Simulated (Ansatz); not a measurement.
## LiTi (built on the sites of a database entry of TiAg): the cell at rest: bringing the structure to rest

Ansatz 0.2.0; DFT PBEsol, scalar-relativistic, plane waves, PAW.

The structure was built from a prototype and need not be the compound's stable phase.

It takes space group P4/nmm (No. 129, tetragonal). The conventional cell has a = 2.792 Å, b = 2.792 Å, c = 9.237 Å, α = 90.00°, β = 90.00°, γ = 90.00°. Ti has 8 Ti at 2.72 to 2.79 Å nearest. Nearest to Li lie 4 Li at 2.79 Å. Farther neighbours are not listed.

Relaxation path:

```csv
step,energy less that of the first step (eV),largest force component (eV/Å),pressure (GPa),volume (Å³)
1,0.0000,0.0194,0.14,72.01
2,-0.0001,0.0136,-0.04,72.26
3,-0.0001,0.0039,-0.03,72.31
4*,-0.0002,0.0039,-0.03,72.31
```

Relaxation steps marked * repeat the geometry before them on a plane-wave basis chosen anew for their cell, so energy and pressure can jump there.

The run keeps the 16 symmetry operations that it works with, so distortions that break them were not tested.

```csv
"conventional cell, symmetrised",before,after,change
a (Å),2.792,2.793,+0.0 %
b (Å),2.792,2.793,+0.0 %
c (Å),9.237,9.268,+0.3 %
volume (Å³/atom),18.00,18.08,+0.4 %
```

Final coordinates:

```xyz
4
Lattice="2.7933 0.0000 0.0000 0.0000 2.7933 0.0000 0.0000 0.0000 9.2681" Properties=species:S:1:pos:R:3 pbc="T T T"
Ti    0.0000    1.3966    8.3311
Ti    1.3966    0.0000    0.9370
Li    0.0000    1.3966    3.4017
Li    1.3966    0.0000    5.8664
```

This step gave:

```
pressure        : -0.03400 GPa
volume per atom : 18.08 Å³
```

What was run to get this?

The system, level and task follow from the heading and the kind of results. Meshes, cutoffs and thresholds can't be read from the results; these are the ones that the run used.

The input, input.yaml:

```yaml
crystal:
  lattice:
    - [2.7920338888, 0.0, 0.0]
    - [0.0, 2.7920338888, 0.0]
    - [0.0, 0.0, 9.2370893374]
  atoms:
    - { symbol: Ti, position: [0.0, 0.5, 0.8987122906] }
    - { symbol: Ti, position: [0.5, 0.0, 0.1012877094] }
    - { symbol: Li, position: [0.0, 0.5, 0.3674233323] }
    - { symbol: Li, position: [0.5, 0.0, 0.6325766677] }
kpoints:
  mp_grid: { grid: [16, 16, 6] }
hamiltonian:
  xc: pbesol
scf:
  occupations: { method: gaussian, width: 0.1 }
output:
  forces: true
  stress: true
  eigenvalues: true
relax:
  adjacent_minimum: "off"
  f_tol: 0.005
  max_steps: 80
  cell: { stress_tol: 0.05 }
```

The run is started by

```
$ ansatz run input.yaml --threads 8 --pin off --max-ram 14336MiB --backend cpu --events-out ev --progress --plain --runs-dir out
```

[Logs are printed without paths, hosts, clocks, repeated set-up lines and the standing remarks that a program may print on its own settings, such as how far it seeks lower states.]

[Hosts, paths, dates, database ids (printed as entryN), source tags and the programs' standing remarks are cut or masked in the printed files.]
